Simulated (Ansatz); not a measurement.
# Screened interactions in LiVO2 (R-3m)

Wanted: the parameters of a Hubbard-Kanamori model for LiVO2 (R-3m).

Calculated with Ansatz 0.2.0; non-magnetic LDA, then constrained RPA, plane waves, PAW.

## Step 1: The structure

It takes space group R-3m (No. 166, trigonal). The conventional cell has a = 2.837 Å, b = 2.837 Å, c = 14.773 Å, α = 90.00°, β = 90.00°, γ = 120.00°. Nearest to Li lie 6 O at 2.12 Å. Nearest to V lie 6 O at 1.98 Å. Nearest to O lie 3 V at 1.98 Å and 3 Li at 2.12 Å. Farther neighbours and most contacts between anions are not listed.

As a file:

```cif
data_structure
_symmetry_space_group_name_H-M 'P 1'
_symmetry_Int_Tables_number 1
_cell_length_a 5.1898
_cell_length_b 5.1898
_cell_length_c 5.1898
_cell_angle_alpha 31.728
_cell_angle_beta 31.728
_cell_angle_gamma 31.728
_cell_volume 34.33
loop_
_atom_site_label
_atom_site_type_symbol
_atom_site_fract_x
_atom_site_fract_y
_atom_site_fract_z
_atom_site_occupancy
Li1 Li 0.00000 0.00000 0.00000 1
V2 V 0.50000 0.50000 0.50000 1
O3 O 0.24180 0.24180 0.24180 1
O4 O 0.75820 0.75820 0.75820 1
```

The cell and positions come from the Crystallography Open Database and are kept as given unless a step says otherwise. The program's search for lower electronic states was switched off, so nothing shows that the state found is the lowest. The default PAW set here is soft_2. Its files were made with PBE.

## Step 2: LDA bands and orbital weights

This step: DFT, LDA, plane waves, PAW.

Contents of input.yaml:

```yaml
crystal:
  lattice:
    - [2.17438413, 4.1806582, -2.17438413]
    - [4.1806582, 2.17438413, -2.17438413]
    - [2.17438413, 2.17438413, -4.1806582]
  atoms:
    - { symbol: Li, position: [0.0, 0.0, 0.0] }
    - { symbol: V, position: [0.5, 0.5, 0.5] }
    - { symbol: O, position: [0.2418, 0.2418, 0.2418] }
    - { symbol: O, position: [0.7582, 0.7582, 0.7582] }
kpoints:
  mp_grid: { grid: [8, 8, 8] }
  band_path:
    path:
      - [[0.0, 0.0, 0.0], [0.5, 0.5, 0.5], [0.81489084, 0.18510916, 0.5]]
      - [[0.5, -0.18510916, 0.18510916], [0.5, 0.0, 0.0], [0.0, 0.0, 0.0], [0.34255458, -0.34255458, 0.0]]
      - [[0.65744542, 0.0, 0.34255458], [0.5, 0.0, 0.5], [0.0, 0.0, 0.0]]
    npoints: 10
hamiltonian:
  xc: lda
scf:
  occupations: { method: gaussian, width: 0.08 }
  n_extra_bands: 19
  max_iter: 150
  lower_state_search: "off"
output:
  eigenvalues: true
  fatbands: true
  write_density: true
  write_potential: true
  elf: true
  volumetric_format: npy
```

Run with:

```bash
ansatz run input.yaml --threads 8 --pin off --max-ram 14745MiB --backend cpu --events-out ev --progress --plain --runs-dir out
```

Numbers of over 12 decimals in the logs are rounded to 6 here.

The program printed:

```text
basis.fft_grid_basis auto: the FFT boxes are laid along the combinations [[1, -1, 0], [0, 1, 0], [0, -1, 1]] of the cell's own vectors, 2.837, 5.190 and 2.837 Å long. The dense box has 20×36×20 points. Along the cell's own vectors, as sized, it would have 36×36×36, 3.24 times as many. Of the 12 symmetry operations that the crystal satisfies within crystal.symmetry.tolerance (time reversal apart; of a slab, those that [...]
scf.n_extra_bands = 19 over 14 filled bands (N_el = 28.0): the run solves 33 bands
Engine: ansatz 0.2.0, aarch64-unknown-linux-gnu
Pseudopotentials: kind: paw
Pseudopotential: Li, paw, valence charge 3, recommended cutoff 420 eV (normal), Li.paw.azcp
Pseudopotential: V, paw, valence charge 13, recommended cutoff 420 eV (normal), V.paw.azcp
Pseudopotential: O, paw, valence charge 6, recommended cutoff 420 eV (normal), O.paw.azcp
Functional definition: SPW92
  exchange = slater_x
  correlation = pw_c
Crystal: 4 atoms, lattice volume = 34.332 Å³
Basis set: ecut = 420 eV, 671 PW (Γ), FFT grids on a1−a2, a2, −a2+a3
Bands: 33, of which v1, the nominal top of the filled ones, is band 14 counted from 1 (13 counted from 0)
Symmetry: 12 space group operations
Space group: R-3m (ITA 166), of the structure as read, at distance tolerance 3.3e-5 Å
k-points: 65 of 512
Non-local potential: Li, projectors of the file, l = 0: 3, l = 1: 2, l = 2: 1
Non-local potential: V, projectors of the file, l = 0: 3, l = 1: 2, l = 2: 3, l = 3: 1
Non-local potential: O, projectors of the file, l = 0: 2, l = 1: 2, l = 2: 1
PAW form: soft (Blöchl's): semilocal exchange-correlation on the pseudo side does not see the compensation charge
PAW frozen core: V, regenerated for the run's functional, and the local potential with it (the file was generated under x = pbe(κ = 0.804, μ = 0.219515), c = pbe(β = 0.066725))
PAW frozen core: O, regenerated for the run's functional, and the local potential with it (the file was generated under x = pbe(κ = 0.804, μ = 0.219515), c = pbe(β = 0.066725))
PAW one-centre angular grid: Li, 110 points (default); XC on 64 Gauss nodes
PAW one-centre angular grid: V, 590 points (default); XC on 64 Gauss nodes
PAW one-centre angular grid: O, 110 points (default); XC on 64 Gauss nodes
Initial density: superposition of atomic densities (neutral atoms: chi_scale 0, normalization atom), corrected by the library's trained network
Initial wavefunctions: pseudopotential atomic-orbital guess
Functional: x = slater, c = lda
SCF iter   1: F=—  HF=-4176.934682 eV  |F-HF|=—  |Δ(HF+E_count)|=         —  Δρ=1.82e-2  dr2=1.00e-1  ethr=1.77e-3  ⟨swp⟩=4.9  Hψ=8972  notcnv=0  defer=208
preconditioner: auto → Kerker (q_TF=auto, 2.637 Å⁻¹)  [metal: Δε(μ)=0.011 eV  Ē_g=22.865 eV  σ=0.080 eV  W_gap=0.08  n_scr=10 (ndim 8)  ℏωp=26.9 eV  f_vac=0.000  D(μ)=4.25/eV (n_scr^D=60)]
SCF iter   2: F=—  HF=-4176.913911 eV  |F-HF|=—  |Δ(HF+E_count)|=   2.08e-2  Δρ=9.43e-3  dr2=3.06e-2  ethr=3.57e-4  ⟨swp⟩=2.0  Hψ=2946  notcnv=0  defer=521
SCF iter   3: F=—  HF=-4176.906785 eV  |F-HF|=—  |Δ(HF+E_count)|=   7.13e-3  Δρ=1.51e-3  dr2=7.22e-4  ethr=1.09e-4  ⟨swp⟩=2.2  Hψ=1765  notcnv=0  defer=521
SCF iter   4: F=—  HF=-4176.906652 eV  |F-HF|=—  |Δ(HF+E_count)|=   1.33e-4  Δρ=2.28e-4  dr2=1.93e-5  ethr=2.58e-6  ⟨swp⟩=1.7  Hψ=1501  notcnv=0  defer=521
SCF iter   5: F=—  HF=-4176.906648 eV  |F-HF|=—  |Δ(HF+E_count)|=   3.91e-6  Δρ=8.04e-5  dr2=5.81e-6  ethr=6.89e-8  ⟨swp⟩=2.4  Hψ=1798  notcnv=0  defer=521
SCF iter   6: F=—  HF=-4176.906647 eV  |F-HF|=—  |Δ(HF+E_count)|=   1.18e-6  Δρ=3.64e-5  dr2=1.07e-6  ethr=2.08e-8  ⟨swp⟩=1.7  Hψ=1736  notcnv=0  defer=521
SCF iter   7: F=—  HF=-4176.906647 eV  |F-HF|=—  |Δ(HF+E_count)|=   3.06e-7  Δρ=2.04e-5  dr2=1.24e-7  ethr=3.81e-9  ⟨swp⟩=2.0  Hψ=1656  notcnv=0  defer=521
SCF iter   8: F=-4176.906647 eV  HF=-4176.906647 eV  |F-HF|=3.99e-9  |Δ(HF+E_count)|=   4.60e-8  Δρ=4.23e-6  dr2=6.56e-9  ethr=3.57e-10  ⟨swp⟩=7.4  Hψ=9263  notcnv=0
SCF 1 converged in 8 iterations: F = -4176.906647 eV  dr2 = 6.56e-9
  greatest PAW one-centre occupation: 1.000 electrons in one spin orbital (limit 2), on the Li atom at site 0 (counted from 0), in its partial waves of l = 0
NSCF: frozen V_eff on 73 k-points
SCF converged after 8 iterations
Free energy (F): -4176.906647 eV
Harris-Foulkes:  -4176.906647 eV  (|F-HF|=3.99e-9)
Internal energy: -4176.893098 eV  (E = F + TS)
E sigma→0 (E₀):  -4176.899872 eV
Entropy (-TS):   -0.013549 eV (-3.387 meV/atom)
Fermi energy:    11.968859 eV
--- Per-component energies (eV) ---
  E_band       = -269.325675
  E_kinetic    = 709.980114
  E_local      = -2083.278493  (includes V_loc(G=0)·N_el)
  E_nonlocal   = 24.906603
  E_hartree    = 864.343939
  E_xc         = -286.563653
  E_vxc        = -367.321272  (∫ρ·V_xc dr)
  E_paw        = -1373.765486  (= ΣΔE_a)
  E_vpaw       = -282.307384  (= ΣTr[D̂ρ^β])
  E_aug_tail   = 0.005266  (compensation charges beyond the density's cutoff)
  E_ewald      = -2033.061381
  E_core_change = 0.539993  (= ΣΔE_core)
  E_smearing   = -0.013549  (= −TS)
  E_closure    = -0.000000  (closes the sum)
  Σ components = -4176.906647   (vs F -4176.906647, Δ=0.00e0)
--- Band table (eV; the first three rows and the last of 65) ---
  k-point 0: bands = [... 10 lower, 7.8801, 8.4300, 8.4300, 11.6441, 11.6441, 12.3592, 14.7789, 14.7789, ... 15 higher]
  k-point 1: bands = [... 10 lower, 7.5698, 8.1005, 8.1256, 11.6602, 11.9630, 12.4453, 14.4244, 14.7615, ... 15 higher]
  k-point 2: bands = [... 10 lower, 6.0623, 7.6744, 7.8652, 11.4536, 12.4967, 12.7807, 14.3597, 14.7968, ... 15 higher]
  k-point 64: bands = [... 10 lower, 6.4290, 8.3714, 8.3714, 11.6577, 11.6577, 12.5123, 14.7645, 14.7645, ... 15 higher]
```

Wall time 1.4 s (8 threads of Arm Neoverse V2, shared host); peak memory 0.38 GiB; 6 s of CPU time.

The electronic bands at the labelled points (eV, zero at the Fermi level):

| point | band 11 | band 12 | band 13 | band 14 | band 15 | band 16 | band 17 | band 18 |
| --- | --- | --- | --- | --- | --- | --- | --- | --- |
| Γ | -4.09 | -3.54 | -3.54 | -0.32 | -0.32 | 0.39 | 2.81 | 2.81 |
| halfway | -4.74 | -3.57 | -3.57 | -0.32 | -0.32 | 0.49 | 2.80 | 2.80 |
| T | -5.54 | -3.60 | -3.60 | -0.31 | -0.31 | 0.54 | 2.80 | 2.80 |
| halfway | -5.47 | -5.12 | -4.22 | -0.13 | -0.09 | 1.06 | 2.37 | 2.65 |
| H2 | -6.17 | -5.50 | -4.98 | 0.24 | 0.55 | 0.80 | 2.94 | 2.99 |
| jump to H0 | -6.17 | -5.50 | -4.98 | 0.24 | 0.55 | 0.80 | 2.94 | 2.99 |
| halfway | -5.60 | -5.38 | -5.34 | -0.22 | 0.90 | 0.97 | 2.91 | 3.06 |
| L | -6.05 | -4.96 | -4.40 | -0.90 | 1.00 | 1.28 | 2.94 | 3.03 |
| halfway | -5.91 | -4.29 | -4.10 | -0.52 | 0.53 | 0.81 | 2.39 | 2.83 |
| Γ | -4.09 | -3.54 | -3.54 | -0.32 | -0.32 | 0.39 | 2.81 | 2.81 |
| halfway | -5.57 | -5.02 | -4.28 | 0.01 | 0.12 | 1.05 | 2.57 | 2.85 |
| S0 | -6.10 | -5.56 | -5.03 | 0.28 | 0.66 | 0.68 | 2.94 | 3.02 |
| jump to S2 | -6.10 | -5.56 | -5.03 | 0.28 | 0.66 | 0.68 | 2.94 | 3.02 |
| halfway | -5.61 | -5.53 | -4.73 | -0.62 | 0.83 | 1.07 | 2.88 | 3.32 |
| F | -5.70 | -4.99 | -4.65 | -1.25 | 1.00 | 1.28 | 3.21 | 3.43 |
| halfway | -5.90 | -4.29 | -4.04 | -0.51 | 0.50 | 0.69 | 2.50 | 2.81 |
| Γ | -4.09 | -3.54 | -3.54 | -0.32 | -0.32 | 0.39 | 2.81 | 2.81 |

Of the projections kept (V 3d, O 2p), the largest for each band there; the rest of the weight can lie on other orbitals:

| point | band 11 | band 12 | band 13 | band 14 | band 15 | band 16 | band 17 | band 18 |
| --- | --- | --- | --- | --- | --- | --- | --- | --- |
| Γ | O 2p 0.98 | O 2p 0.99 | O 2p 0.99 | V 3d 0.98 | V 3d 0.98 | V 3d 0.78 | V 3d 0.66 | V 3d 0.66 |
| T | O 2p 0.81 | O 2p 0.99 | O 2p 0.99 | V 3d 0.98 | V 3d 0.98 | V 3d 0.74 | V 3d 0.66 | V 3d 0.66 |
| H2 | O 2p 0.84 | O 2p 0.82 | O 2p 0.91 | V 3d 0.91 | V 3d 0.79 | V 3d 0.86 | V 3d 0.71 | V 3d 0.71 |
| H0 | O 2p 0.84 | O 2p 0.82 | O 2p 0.91 | V 3d 0.91 | V 3d 0.79 | V 3d 0.86 | V 3d 0.71 | V 3d 0.71 |
| L | O 2p 0.71 | O 2p 0.95 | O 2p 0.98 | V 3d 0.82 | V 3d 1.00 | V 3d 0.87 | V 3d 0.69 | V 3d 0.70 |
| Γ | O 2p 0.98 | O 2p 0.99 | O 2p 0.99 | V 3d 0.98 | V 3d 0.98 | V 3d 0.78 | V 3d 0.66 | V 3d 0.66 |

ELF in the ac plane of the conventional cell at fractional y = 0.000, with atoms of Li and V and O within 0.2 Å of it. It is the smooth field of the valence electrons, not physical close to the nuclei.

Ten even steps from '_' (0.21 × 1e-1) to '@' (8.26 × 1e-1), each cell a mean:
```
##**--....::::--::..__..==**
______::==**######**--..____
____..::--==++++++==--....__
::..........::::::..........
####**==::..::::::..--++**##
++##@@@@##--....::==##@@%%**
@@@@@@%%**--..__..--##@@@@@@
++++==::..__________..--==++
________..............______
____..::==**######**==::..__
----::::--++**##**==--::::--
%%%%##++::..::::::..--**%%%%
%%##**==::::------::::++##%%
::::..::==**######++--::..::
____..::==++******++--....__
____________________________
####**==::________..--++**##
##%%@@@@##==..__..==##@@@@%%
**##%%%%**--......--**@@%%##
**++==--....::::::....--++**
............::::::..........
____..::==++**##**++==::..__
______..--++******++--..____
@@@@++..____......____::**@@
```
Columns run along a (2.8 Å), rows up along c (14.8 Å), edges of the conventional cell, whose origin can differ from the input's. Atoms in or near the plane, at fractional coordinates: Li at (0.00, 0.00), V at (0.00, 0.50), O at (0.00, 0.76), O at (0.00, 0.24).

Electrostatic potential energy in the ac plane of the conventional cell at fractional y = 0.000, with atoms of Li and V and O within 0.2 Å of it. With pseudopotentials it is smooth inside the atoms' cores, unlike the true potential.

Ten even steps from '0' (-27 eV) to '9' (14 eV), each cell a mean:
```
34579999998753
99999999999999
99999888889999
99987644567899
56787665678876
00058999998300
33589999999753
99999998999999
99999999999999
99999999999999
44578999998654
32124789874112
22135889875212
66789999998876
99999999999999
99999999999999
99999999999999
11379999999621
00268888888510
88887654567888
99987655678899
99999988999999
88899999999988
12479999998642
```
Columns run along a (2.8 Å; values clipped at the 3rd and 97th percentile), rows up along c (14.8 Å), edges of the conventional cell, whose origin can differ from the input's. Atoms in or near the plane, at fractional coordinates: Li at (0.00, 0.00), V at (0.00, 0.50), O at (0.00, 0.76), O at (0.00, 0.24).

(Continued in part 2 of 2.)

[Paths, hosts, dates, memory and timing lines, banners, echoed tables and standing remarks are left out of the program output.]

[Logs are printed without paths, hosts, clocks, repeated set-up lines and the standing remarks that a program may print on its own settings, such as how far it seeks lower states.]

[Runs of the session that timed out or met a known fault of the program may be left out.]

[Hosts, paths, dates, database ids (printed as entryN), source tags and the programs' standing remarks are cut or masked in the printed files.]
